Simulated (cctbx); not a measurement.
**Lattice, Laue class and space group of a new crystal**

Cell: a = 12.7630 Å, b = 10.1200 Å, c = 6.5390 Å, α = 90.00°, β = 93.22°, γ = 90.00°. Expected content of the cell: Pb12 Tl8 As16.

Simulated single-crystal data (cctbx): synchrotron X-rays, λ = 0.4959 Å, to d = 0.8 Å, 95 % of the full sphere, strongest reflection 40000 counts, noise from counting, a 6 % proportional error and a noise floor of 4 counts (s.d.); no absorption.

A first pass over the reflections prints:

```text
6573 reflections to d = 0.800 A
centring   violations  <I/sigma> of those
    A       1410 of  3273      6.0
    B       1410 of  3293      6.0
    C          0 of  3280      0.0
    I       1372 of  3290      5.8
    R       1885 of  4371      6.0
    F       1410 of  4923      4.0
Laue class    unique    Rint  (classes that these axes allow; Friedel mates merged)
C 1 2/m 1         918   0.044
space group    extra absences  I>4sigma  <I/sigma>
C 1 2 1                 0          0         -  acentric
C 1 m 1                 0          0         -  acentric
C 1 c 1                98          0       0.1  acentric
C 1 n 1                98          0       0.1  acentric
C 1 2/m 1               0          0         -  centric
C 1 2/c 1              98          0       0.1  centric
C 1 2/n 1              98          0       0.1  centric
Wilson B = 0.60 A^2   <|E^2-1|> = 0.921 (0.968 centric, 0.736 acentric)   E^2>4: 3.4 %
shell (A)         n   <I/sigma>
 7.93 - 1.60    120     19.6
 1.60 - 1.27    115     21.0
 1.27 - 1.11    117     20.6
 1.11 - 1.01    113     21.8
 1.01 - 0.94    110     21.9
 0.94 - 0.88    122     19.5
 0.88 - 0.84    107     19.1
 0.84 - 0.80    114     20.5
```

**Question.** What are the lattice type, the Laue class and the likely space group?

The reflections that C centring forbids are absent (⟨I/σ⟩ near 0), so the lattice is C.

Only C 1 2/m 1 fits these axes (Rint 0.044); a search for a hidden higher lattice was not made.

7 settings pass the absence test. The most absences obeyed, 98, belong to C 1 c 1, C 1 n 1, C 1 2/c 1 and C 1 2/n 1, which absences can't tell apart.

⟨|E²−1|⟩ = 0.921 leans to a centrosymmetric structure. The Wilson B of 0.60 Å² means U ≈ 0.0076 Å².

The true group is C2/c (no. 15), Laue class 2/m, centrosymmetric. The tables only narrow the choice to the tied entries; cell content, site symmetry and trial solutions must settle it.

The model is made up (kin elements in a known structure type, no relaxation), so it says nothing on whether the phase exists.

[Logs are printed without paths, hosts, clocks, repeated set-up lines and the standing remarks that a program may print on its own settings, such as how far it seeks lower states.]
